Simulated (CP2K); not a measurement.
Two runs for the C K edge of nitrosopyrazine. Run A: CP2K XAS_TDP, all-electron GAPW, PBEh(45%), aug-cc-pVDZ, TDA, no relativity. Run B differs in one setting.

First lines with a strength over 0.0015. A:

| atom | energy (eV) | states | strength, one atom |
| --- | --- | --- | --- |
| C3 (bonded to C and 2 N) | 281.68 | 1 | 0.0266 |
|  | 283.46 | 1 | 0.0108 |
|  | 284.33 | 1 | 0.0221 |
|  | 287.64 | 1 | 0.0024 |
|  | 287.72 | 1 | 0.0165 |
| C4 (bonded to C, N and H) | 281.12 | 1 | 0.0518 |
|  | 282.86 | 1 | 0.0016 |
|  | 285.26 | 1 | 0.0039 |
|  | 286.24 | 1 | 0.0097 |
|  | 286.97 | 1 | 0.0067 |
| C6 (bonded to C, N and H) | 281.19 | 1 | 0.0510 |
|  | 285.07 | 1 | 0.0090 |
|  | 285.78 | 1 | 0.0141 |
|  | 286.99 | 1 | 0.0037 |
|  | 287.47 | 1 | 0.0035 |
| C7 (bonded to C, N and H) | 281.66 | 1 | 0.0519 |
|  | 282.60 | 1 | 0.0018 |
|  | 285.11 | 1 | 0.0051 |
|  | 285.71 | 1 | 0.0136 |
|  | 286.87 | 1 | 0.0042 |

B:

| atom | energy (eV) | states | strength, one atom |
| --- | --- | --- | --- |
| C3 (bonded to C and 2 N) | 286.93 | 1 | 0.0261 |
|  | 288.71 | 1 | 0.0106 |
|  | 289.59 | 1 | 0.0217 |
|  | 292.89 | 1 | 0.0023 |
|  | 292.97 | 1 | 0.0162 |
| C4 (bonded to C, N and H) | 286.75 | 1 | 0.0508 |
|  | 288.49 | 1 | 0.0016 |
|  | 290.88 | 1 | 0.0038 |
|  | 291.86 | 1 | 0.0096 |
|  | 292.59 | 1 | 0.0066 |
| C6 (bonded to C, N and H) | 286.85 | 1 | 0.0500 |
|  | 290.73 | 1 | 0.0088 |
|  | 291.43 | 1 | 0.0138 |
|  | 292.64 | 1 | 0.0036 |
|  | 293.12 | 1 | 0.0034 |
| C7 (bonded to C, N and H) | 287.36 | 1 | 0.0508 |
|  | 288.30 | 1 | 0.0018 |
|  | 290.81 | 1 | 0.0050 |
|  | 291.41 | 1 | 0.0133 |
|  | 292.57 | 1 | 0.0041 |

**Question.** Which was it: GW2X switched on, the basis, the functional, scalar relativity switched on?

GW2X switched on. GW2X shifts an atom's lines together and keeps their spacings. Against PBEh(45%) in aug-cc-pVDZ, the leading lines move by +5.25 eV (C3, to 286.93), +5.63 eV (C4, to 286.75), +5.66 eV (C6, to 286.85) and +5.70 eV (C7, to 287.36).

[Hosts, paths, dates, database ids (printed as entryN), source tags and the programs' standing remarks are cut or masked in the printed files.]
